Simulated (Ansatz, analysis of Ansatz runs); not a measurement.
**Moving an added electron between Fe sites in FeClO (Pmmn)**

Aim: the energy barrier that a trapped electron meets when it moves from one Fe atom to another one nearby in FeClO (Pmmn). The model is a cell of 48 host atoms.

Method: plane-wave PAW DFT, PBEsol+U; relaxation of all atoms of a supercell at fixed charge in a uniform background; PAW set soft_1, in Ansatz 0.2.0.

## (1) The structure

The cell holds 48 atoms: 16 Fe, 16 Cl and 16 O. Cell: a = 10.151 Å, b = 10.151 Å, c = 8.336 Å, α = 90.0°, β = 90.0°, γ = 80.5°. It derives from FeClO (space group Pmmn). Nearest the centre at fractional (0.250, 0.625, 1.000): O22 at 1.32 Å, O24 at 1.32 Å, Fe15 at 1.55 Å, Fe14 at 1.55 Å, O23 at 2.67 Å, O45 at 2.67 Å, Fe13 at 2.79 Å, Fe4 at 2.79 Å.

Hubbard terms: Fe d 4.5 eV. They were chosen, not fitted, to curb self-interaction in the shells named, the trial site's among them. The two sites are Fe14 and Fe15. The cell's shortest repeat is 8.3 Å. The host's moments were started ferromagnetic, high spin; both sites carry the same spin direction.

## (2) The cell without the carrier

The neutral cell is relaxed first, from small random displacements, so that bond lengths and moments with the carrier can be set beside those of a relaxed cell without it.

neutral.relax/input.yaml reads:

```yaml
crystal:
  lattice:
    - [6.55625248, 7.74996705, 0.0]
    - [-6.55625248, 7.74996705, 0.0]
    - [0.0, 0.0, 8.33599915]
  atoms:
    - { symbol: Fe, position: [0.125, 0.375, 0.107249], spin: 5.0 }
    - { symbol: Fe, position: [0.375, 0.125, 0.107249], spin: 5.0 }
    - { symbol: Fe, position: [0.125, 0.125, 0.892751], spin: 5.0 }
    - { symbol: Fe, position: [0.375, 0.375, 0.892751], spin: 5.0 }
    - { symbol: Cl, position: [0.0, 0.0, 0.313801] }
    - { symbol: Cl, position: [0.25, 0.25, 0.313801] }
    - { symbol: Cl, position: [0.0, 0.25, 0.686199] }
    - { symbol: Cl, position: [0.25, 0.0, 0.686199] }
    - { symbol: O, position: [0.0, 0.0, 0.954496] }
    - { symbol: O, position: [0.25, 0.25, 0.954496] }
    - { symbol: O, position: [0.0, 0.25, 0.045504] }
    - { symbol: O, position: [0.25, 0.0, 0.045504] }
    - { symbol: Fe, position: [0.125, 0.875, 0.107249], spin: 5.0 }
    - { symbol: Fe, position: [0.375, 0.625, 0.107249], spin: 5.0 }
    - { symbol: Fe, position: [0.125, 0.625, 0.892751], spin: 5.0 }
    - { symbol: Fe, position: [0.375, 0.875, 0.892751], spin: 5.0 }
    - { symbol: Cl, position: [0.0, 0.5, 0.313801] }
    - { symbol: Cl, position: [0.25, 0.75, 0.313801] }
    - { symbol: Cl, position: [0.0, 0.75, 0.686199] }
    - { symbol: Cl, position: [0.25, 0.5, 0.686199] }
    - { symbol: O, position: [0.0, 0.5, 0.954496] }
    - { symbol: O, position: [0.25, 0.75, 0.954496] }
    - { symbol: O, position: [0.0, 0.75, 0.045504] }
    - { symbol: O, position: [0.25, 0.5, 0.045504] }
    - { symbol: Fe, position: [0.625, 0.375, 0.107249], spin: 5.0 }
    - { symbol: Fe, position: [0.875, 0.125, 0.107249], spin: 5.0 }
    - { symbol: Fe, position: [0.625, 0.125, 0.892751], spin: 5.0 }
    - { symbol: Fe, position: [0.875, 0.375, 0.892751], spin: 5.0 }
    - { symbol: Cl, position: [0.5, 0.0, 0.313801] }
    - { symbol: Cl, position: [0.75, 0.25, 0.313801] }
    - { symbol: Cl, position: [0.5, 0.25, 0.686199] }
    - { symbol: Cl, position: [0.75, 0.0, 0.686199] }
    - { symbol: O, position: [0.5, 0.0, 0.954496] }
    - { symbol: O, position: [0.75, 0.25, 0.954496] }
    - { symbol: O, position: [0.5, 0.25, 0.045504] }
    - { symbol: O, position: [0.75, 0.0, 0.045504] }
    - { symbol: Fe, position: [0.625, 0.875, 0.107249], spin: 5.0 }
    - { symbol: Fe, position: [0.875, 0.625, 0.107249], spin: 5.0 }
    - { symbol: Fe, position: [0.625, 0.625, 0.892751], spin: 5.0 }
    - { symbol: Fe, position: [0.875, 0.875, 0.892751], spin: 5.0 }
    - { symbol: Cl, position: [0.5, 0.5, 0.313801] }
    - { symbol: Cl, position: [0.75, 0.75, 0.313801] }
    - { symbol: Cl, position: [0.5, 0.75, 0.686199] }
    - { symbol: Cl, position: [0.75, 0.5, 0.686199] }
    - { symbol: O, position: [0.5, 0.5, 0.954496] }
    - { symbol: O, position: [0.75, 0.75, 0.954496] }
    - { symbol: O, position: [0.5, 0.75, 0.045504] }
    - { symbol: O, position: [0.75, 0.5, 0.045504] }
basis:
  ecutwfc: 420
  xc_grid: 2
hamiltonian:
  xc: pbesol
  hubbard:
    sites: [{ species: Fe, l: d, u_eff: 4.5 }]
    projectors: ortho-atomic
  pseudopotentials: { kind: paw, azcp: { folder: soft_1 }, xc_functional: pbe }
kpoints:
  mp_grid: { grid: [1, 1, 1] }
magnetization:
  spin_polarized: true
  initial_magnetization: 80
  spin_locking: { lock_magnetization: hard }
scf:
  occupations: { method: fermi_dirac, width: 0.01 }
  max_iter: 120
  lower_state_search: "off"
output:
  forces: true
relax:
  f_tol: 0.02
  max_steps: 70
  random_displacement: { amplitude: 0.04, seed: 5720 }
checkpoint:
  write: "../neutral.relax.run"
  compress: false
  write_wavefunctions: true
  write_every: 100000
```

Command:

```bash
ansatz run input.yaml --threads 32 --pin off --max-ram 84787MiB --backend cuda --events-out ev --progress --plain --runs-dir out --max-vram 78GiB
```

Numbers of over 12 decimals in the logs are rounded to 6 here.

Output:

```text
[... repeated set-up lines and file paths are left out, and long positions are rounded to six places ...]
Engine: ansatz 0.2.0, aarch64-unknown-linux-gnu
Pseudopotentials: kind: paw
Pseudopotential: Fe, paw, valence charge 16, recommended cutoff 420 eV (normal), soft_1/Fe.paw.azcp
Pseudopotential: Cl, paw, valence charge 7, recommended cutoff 420 eV (normal), soft_1/Cl.paw.azcp
Pseudopotential: O, paw, valence charge 6, recommended cutoff 420 eV (normal), soft_1/O.paw.azcp
Functional definition: PBEsol
  exchange = pbesol_x
  correlation = pbesol_c
[...]
Crystal: 48 atoms, lattice volume = 847.117 Å³
Basis set: ecut = 420 eV, 16467 PW (Γ), exchange–correlation on 144×144×120 points (8 copies of the dense FFT grid, shifted against one another)
Bands: 327, of which v1, the nominal top of the filled ones, is band 232 counted from 1 (231 counted from 0)
Symmetry: 1 space group operations
k-points: 1
Non-local potential: Fe, projectors of the file, l = 0: 3, l = 1: 2, l = 2: 3, l = 3: 1
Non-local potential: Cl, projectors of the file, l = 0: 2, l = 1: 2, l = 2: 1
Non-local potential: O, projectors of the file, l = 0: 2, l = 1: 2, l = 2: 1
PAW form: soft (Blöchl's): semilocal exchange-correlation on the pseudo side does not see the compensation charge
PAW frozen core: Fe, regenerated for the run's functional, and the local potential with it (the file was generated under x = pbe(κ = 0.804, μ = 0.219515), c = pbe(β = 0.066725))
[...]
E_band       = -7971.443148
  E_kinetic    = 10184.188269
  E_local      = -95196.599922  (includes V_loc(G=0)·N_el)
  E_nonlocal   = 5999.963717
  E_hartree    = 41242.895152
  E_xc         = -4532.686177
  E_vxc        = -5497.053669  (∫ρ·V_xc dr)
  E_hubbard    = 24.139343  (on-site DFT+U / exact-exchange correction)
  E_vhub       = -162.719184  (the Hubbard potential's part of the band-sum identity)
  E_paw        = -34327.016720  (= ΣΔE_a)
  E_vpaw       = -5785.020736  (= ΣTr[D̂ρ^β])
  E_aug_tail   = -0.003153  (compensation charges beyond the density's cutoff)
  E_ewald      = -20503.059043
  E_core_change = 4.686754  (= ΣΔE_core)
  E_smearing   = -0.000000  (= −TS)
  E_closure    = 0.000000  (closes the sum)
  Σ components = -97103.491782   (vs F -97103.491782, Δ=0.00e0)
--- Forces (eV/Å), atoms counted from 1 ---
  atom   1  Fe     0.00898357    -0.00764204    -0.00673861
  atom   2  Fe     0.00091045     0.00340608    -0.00222248
  [... 1 atom left out ...]
  atom   4  Fe     0.00031542    -0.00644681    -0.00103823
  [... 2 atoms left out ...]
  [... 42 more lines of this table ...]
  max |Σ_I F_I| component: 3.50e-5 eV/Å
--- Band table (eV) ---
  k-point 0 ↑: bands = ["-86.4311", "-86.4308", "-86.4306", "-86.4299", "-86.4298", "-86.4295", "-86.4294", "-86.4293", "-86.4289", [... rest cut ...]
  k-point 0 ↓: bands = ["-81.5309", "-81.5303", "-81.5299", "-81.5294", "-81.5293", "-81.5289", "-81.5287", "-81.5285", "-81.5284", [... rest cut ...]
Occupation matrices written to <dir>
--- Relaxed structure (4 steps of the walk, 4 accepted, 0 SCFs on fresh bases) ---
  F+E_penalty+E_count = -97103.49178166 eV   max|allowed force component| = 1.277e-2 eV/Å
  atoms:
    - { symbol: Fe, position: [0.124937, 0.374422, 0.107716] }
    - { symbol: Fe, position: [0.374855, 0.124335, 0.107430] }
    [... 1 atom left out ...]
    - { symbol: Fe, position: [0.375040, 0.374437, 0.892438] }
    [... 2 atoms left out ...]
  [... 42 more lines of this table ...]
[key lines of the parts left out:]
SCF converged after 6 iterations
Magnetization: 80.0000 μB (272.0000 up, 192.0000 down)
Free energy (F): -97103.491782 eV
Fermi energy:    5.467070 (↑ 7.057892, ↓ 5.122196) eV
```

Wall time 4.3 s (1 × NVIDIA GB200 with 32 threads of Arm Neoverse V2, shared host); peak memory 1.3 GiB; 12 s of CPU time.

The largest displacement from an ideal site is 0.009 Å.

## (3) The electron on the first site

The nearest neighbour or neighbours of the site start displaced and the site's starting moment is changed by the carrier's spin, since a carrier doesn't trap itself in the undistorted lattice.

A.relax/input.yaml reads:

```yaml
crystal:
  lattice:
    - [6.55625248, 7.74996705, 0.0]
    - [-6.55625248, 7.74996705, 0.0]
    - [0.0, 0.0, 8.33599915]
  atoms:
    - { symbol: Fe, position: [0.124937, 0.374422, 0.107716], spin: 5.0 }
    - { symbol: Fe, position: [0.374855, 0.124335, 0.10743], spin: 5.0 }
    - { symbol: Fe, position: [0.125006, 0.124415, 0.892191], spin: 5.0 }
    - { symbol: Fe, position: [0.37504, 0.374437, 0.892438], spin: 5.0 }
    - { symbol: Cl, position: [0.00029, -0.000526, 0.314179] }
    - { symbol: Cl, position: [0.24976, 0.248922, 0.314284] }
    - { symbol: Cl, position: [0.000129, 0.249508, 0.685643] }
    - { symbol: Cl, position: [0.250092, -0.00071, 0.685589] }
    - { symbol: O, position: [0.000104, -0.000721, 0.954642] }
    - { symbol: O, position: [0.250059, 0.249311, 0.954695] }
    - { symbol: O, position: [4.0e-06, 0.249322, 0.045122] }
    - { symbol: O, position: [0.249951, -0.000747, 0.045104] }
    - { symbol: Fe, position: [0.124869, 0.874375, 0.107667], spin: 5.0 }
    - { symbol: Fe, position: [0.374864, 0.624451, 0.107745], spin: 4.0 }
    - { symbol: Fe, position: [0.124986, 0.624407, 0.892416], spin: 5.0 }
    - { symbol: Fe, position: [0.374927, 0.874342, 0.892341], spin: 5.0 }
    - { symbol: Cl, position: [-0.000138, 0.499318, 0.314284] }
    - { symbol: Cl, position: [0.243547, 0.7555, 0.324769] }
    - { symbol: Cl, position: [4.3e-05, 0.749281, 0.685743] }
    - { symbol: Cl, position: [0.250009, 0.499326, 0.685732] }
    - { symbol: O, position: [-3.5e-05, 0.499429, 0.954815] }
    - { symbol: O, position: [0.242809, 0.7565, 0.946057] }
    - { symbol: O, position: [-7.5e-05, 0.749398, 0.045113] }
    - { symbol: O, position: [0.242509, 0.49176, 0.041602] }
    - { symbol: Fe, position: [0.624892, 0.374335, 0.107794], spin: 5.0 }
    - { symbol: Fe, position: [0.874952, 0.124292, 0.107363], spin: 5.0 }
    - { symbol: Fe, position: [0.624913, 0.124436, 0.892378], spin: 5.0 }
    - { symbol: Fe, position: [0.875005, 0.374372, 0.892495], spin: 5.0 }
    - { symbol: Cl, position: [0.500316, -8.7e-05, 0.314094] }
    - { symbol: Cl, position: [0.750296, 0.249255, 0.314284] }
    - { symbol: Cl, position: [0.500586, 0.249827, 0.685671] }
    - { symbol: Cl, position: [0.750473, -0.000382, 0.685717] }
    - { symbol: O, position: [0.499903, -0.000604, 0.954486] }
    - { symbol: O, position: [0.749977, 0.249361, 0.9548] }
    - { symbol: O, position: [0.499962, 0.249338, 0.045198] }
    - { symbol: O, position: [0.749969, -0.000759, 0.045081] }
    - { symbol: Fe, position: [0.624859, 0.874383, 0.107591], spin: 5.0 }
    - { symbol: Fe, position: [0.874929, 0.624424, 0.107517], spin: 5.0 }
    - { symbol: Fe, position: [0.624952, 0.624278, 0.89246], spin: 5.0 }
    - { symbol: Fe, position: [0.874893, 0.874391, 0.892325], spin: 5.0 }
    - { symbol: Cl, position: [0.506437, 0.492748, 0.324775] }
    - { symbol: Cl, position: [0.750216, 0.749532, 0.314283] }
    - { symbol: Cl, position: [0.500023, 0.748975, 0.685804] }
    - { symbol: Cl, position: [0.750363, 0.499355, 0.685788] }
    - { symbol: O, position: [0.507182, 0.492194, 0.946109] }
    - { symbol: O, position: [0.749922, 0.749294, 0.954708] }
    - { symbol: O, position: [0.507336, 0.756969, 0.041688] }
    - { symbol: O, position: [0.74989, 0.499336, 0.045325] }
total_charge: -1
basis:
  ecutwfc: 420
  xc_grid: 2
hamiltonian:
  xc: pbesol
  hubbard:
    sites: [{ species: Fe, l: d, u_eff: 4.5 }]
    projectors: ortho-atomic
  pseudopotentials: { kind: paw, azcp: { folder: soft_1 }, xc_functional: pbe }
kpoints:
  mp_grid: { grid: [1, 1, 1] }
magnetization:
  spin_polarized: true
  initial_magnetization: 79
  spin_locking: { lock_magnetization: hard }
scf:
  occupations: { method: fermi_dirac, width: 0.01 }
  max_iter: 120
  lower_state_search: "off"
output:
  forces: true
relax:
  f_tol: 0.015
  max_steps: 70
  escape_saddle: false
checkpoint:
  write: "../A.relax.run"
  compress: false
  write_wavefunctions: true
  write_every: 100000
```

Output:

```text
[...]
Crystal: 48 atoms, lattice volume = 847.117 Å³
Basis set: ecut = 420 eV, 16467 PW (Γ), exchange–correlation on 144×144×120 points (8 copies of the dense FFT grid, shifted against one another)
Bands: 327, of which v1, the nominal top of the filled ones, is band 233 counted from 1 (232 counted from 0)
Symmetry: 1 space group operations
[...]
k-points: 1
[...]
Starting moments: Σ|m| = 79 μB on 16 of 48 sites
[...]
SCF iter   1: F=—  HF=-97086.077777 eV  |Δ(HF+E_count)|=         —  Δρ=3.90e-2 (↑3.18e-2 ↓3.90e-2)  dr2=1.47e1  dr2_m=6.09e0  M=79.000 μB ∫|m|=79.000 μB  Hψ=2511
[...]
SCF iter   2: F=—  HF=-97091.039536 eV  |Δ(HF+E_count)|=    4.96e0  Δρ=3.53e-2 (↑2.41e-2 ↓3.53e-2)  dr2=7.35e0  dr2_m=5.02e0  M=79.000 μB ∫|m|=79.000 μB  Hψ=1317
[...]
SCF iter  16: F=-97097.690247 eV  HF=-97097.690249 eV  |Δ(HF+E_count)|=   3.79e-6  Δρ=1.47e-5 (↑8.77e-6 ↓1.47e-5)  dr2=3.37e-6  dr2_m=1.83e-7  M=79.000 μB ∫|m|=79.013 μB  Hψ=2000
SCF 1 converged in 16 iterations: F = -97097.690247 eV  dr2 = 3.37e-6
[...]
relax step   1: F+E_penalty+E_count = -97097.69024660 eV  Δ(F+E_penalty+E_count) = +0.000e0 eV  max|allowed force component| = 1.390e0 eV/Å  Δτ_max = 0.0000 Å  (16 SCF iters, dr2 threshold 5.63e-6 eV, accepted)
[...]
relax step   2: F+E_penalty+E_count = -97097.89282163 eV  Δ(F+E_penalty+E_count) = -2.026e-1 eV  max|allowed force component| = 4.942e-1 eV/Å  Δτ_max = 0.0870 Å  (6 SCF iters, dr2 threshold 1.00e-4 eV, accepted)
relax step   3: F+E_penalty+E_count = -97097.79713354 eV  Δ(F+E_penalty+E_count) = +9.569e-2 eV  max|allowed force component| = 6.609e-1 eV/Å  Δτ_max = 0.2000 Å  (9 SCF iters, dr2 threshold 1.53e-5 eV, rejected (line search))
relax step   4: F+E_penalty+E_count = -97097.95400448 eV  Δ(F+E_penalty+E_count) = -6.118e-2 eV  max|allowed force component| = 4.185e-2 eV/Å  Δτ_max = 0.0589 Å  (13 SCF iters, accepted)
relax step   5: F+E_penalty+E_count = -97097.95546343 eV  Δ(F+E_penalty+E_count) = -1.459e-3 eV  max|allowed force component| = 2.308e-2 eV/Å  Δτ_max = 0.0083 Å  (9 SCF iters, accepted)
[...]
SCF iter   2: F=—  HF=-97097.949022 eV  |Δ(HF+E_count)|=   3.42e-5  Δρ=2.16e-4 (↑1.66e-4 ↓2.16e-4)  dr2=1.37e-4  dr2_m=1.85e-4  M=79.000 μB ∫|m|=79.013 μB  Hψ=831
[...]
SCF iter   7: F=-97097.955976 eV  HF=-97097.955976 eV  |Δ(HF+E_count)|=   6.97e-9  Δρ=1.69e-6 (↑8.75e-7 ↓1.69e-6)  dr2=4.48e-8  dr2_m=3.92e-9  M=79.000 μB ∫|m|=79.013 μB  Hψ=1701
SCF 6 converged in 7 iterations: F = -97097.955976 eV  dr2 = 4.48e-8
relax step   6: F+E_penalty+E_count = -97097.95597615 eV  Δ(F+E_penalty+E_count) = -5.127e-4 eV  max|allowed force component| = 7.478e-3 eV/Å  Δτ_max = 0.0062 Å  (7 SCF iters, accepted)
[...]
NSCF: frozen V_eff on 1 k-points
[...]
SCF converged after 7 iterations
[...]
Magnetization: 79.0000 μB (272.0000 up, 193.0000 down)
Absolute magnetization: 79.0131 μB (∫|ρ↑−ρ↓|, with the PAW one-centre terms)
[...]
Per-site moments (μB) at R_I (Å): [(3.852745, 0.814300), (3.873056, 0.821351), (3.881554, 0.825838), [... 7 left out ...]
Free energy (F): -97097.955976 eV
[...]
Internal energy: -97097.955976 eV  (E = F + TS)
E sigma→0 (E₀):  -97097.955976 eV
Fermi energy:    5.548841 (↑ 7.120365, ↓ 5.513462) eV
[...]
--- Forces (eV/Å), atoms counted from 1 ---
  atom   1  Fe     0.00025999     0.00425998    -0.00402408
  atom   2  Fe     0.00040493     0.00003141     0.00364934
  [... 1 atom left out ...]
  atom   4  Fe    -0.00053932    -0.00250705     0.00047380
  [... 2 atoms left out ...]
  [... 42 more lines of this table ...]
  max |Σ_I F_I| component: 1.57e-4 eV/Å
--- Band table (eV) ---
[...]
Occupation matrices written to <dir>
--- Relaxed structure (6 steps of the walk, 5 accepted, 0 SCFs on fresh bases) ---
  F+E_penalty+E_count = -97097.95597615 eV   max|allowed force component| = 7.478e-3 eV/Å
  atoms:
    - { symbol: Fe, position: [0.125828, 0.375176, 0.104269] }
    - { symbol: Fe, position: [0.375014, 0.124364, 0.105728] }
    [... 1 atom left out ...]
    - { symbol: Fe, position: [0.376397, 0.377380, 0.894275] }
    [... 2 atoms left out ...]
  [... 42 more lines of this table ...]
```

Elapsed: 7.5 s, on 1 × NVIDIA GB200 with 32 threads; peak memory 1.3 GiB; 20 s of CPU time.

Relaxation path:

| step | energy less that of the first step (eV) | largest force component (eV/Å) |
| --- | --- | --- |
| 1 | 0.0000 | 1.3901 |
| 2 | -0.2026 | 0.4942 |
| 3 | -0.1069 | 0.6609 |
| 4 | -0.2638 | 0.0419 |
| 5 | -0.2652 | 0.0231 |
| 6 | -0.2657 | 0.0075 |

Relaxation step 3 was tried and not accepted.

The atoms that moved most (Å):

| atom | dx | dy | dz | length |
| --- | --- | --- | --- | --- |
| Fe14 | 0.002 | 0.001 | 0.151 | 0.151 |
| O24 | -0.001 | 0.102 | 0.022 | 0.104 |
| O47 | 0.002 | -0.101 | 0.022 | 0.103 |
| Cl5 | -0.037 | -0.003 | -0.012 | 0.039 |
| Fe15 | 0.011 | 0.034 | 0.016 | 0.039 |
| Fe16 | 0.011 | -0.033 | 0.016 | 0.039 |
| Cl31 | 0.002 | -0.038 | -0.002 | 0.038 |
| Fe4 | -0.010 | 0.033 | 0.015 | 0.038 |

The moves above count from the input, in which the site's nearest neighbours were already displaced; the distances below compare with the cell without the carrier.

Distances from Fe14 without and with the electron:

```csv
atom,without (Å),with (Å)
O47,2.01,2.07
O24,2.01,2.07
O22,2.07,2.28
O45,2.08,2.28
Cl18,2.38,2.40
Cl41,2.38,2.40
```

The largest changes of the moments are -0.46 μB on Fe14, -0.05 μB on Cl18 and -0.05 μB on Cl41. The largest part sits on the chosen site.

[end of part 1 of 2]

[Logs are printed without paths, hosts, clocks, repeated set-up lines and the standing remarks that a program may print on its own settings, such as how far it seeks lower states.]

[Hosts, paths, dates, database ids (printed as entryN), source tags and the programs' standing remarks are cut or masked in the printed files.]
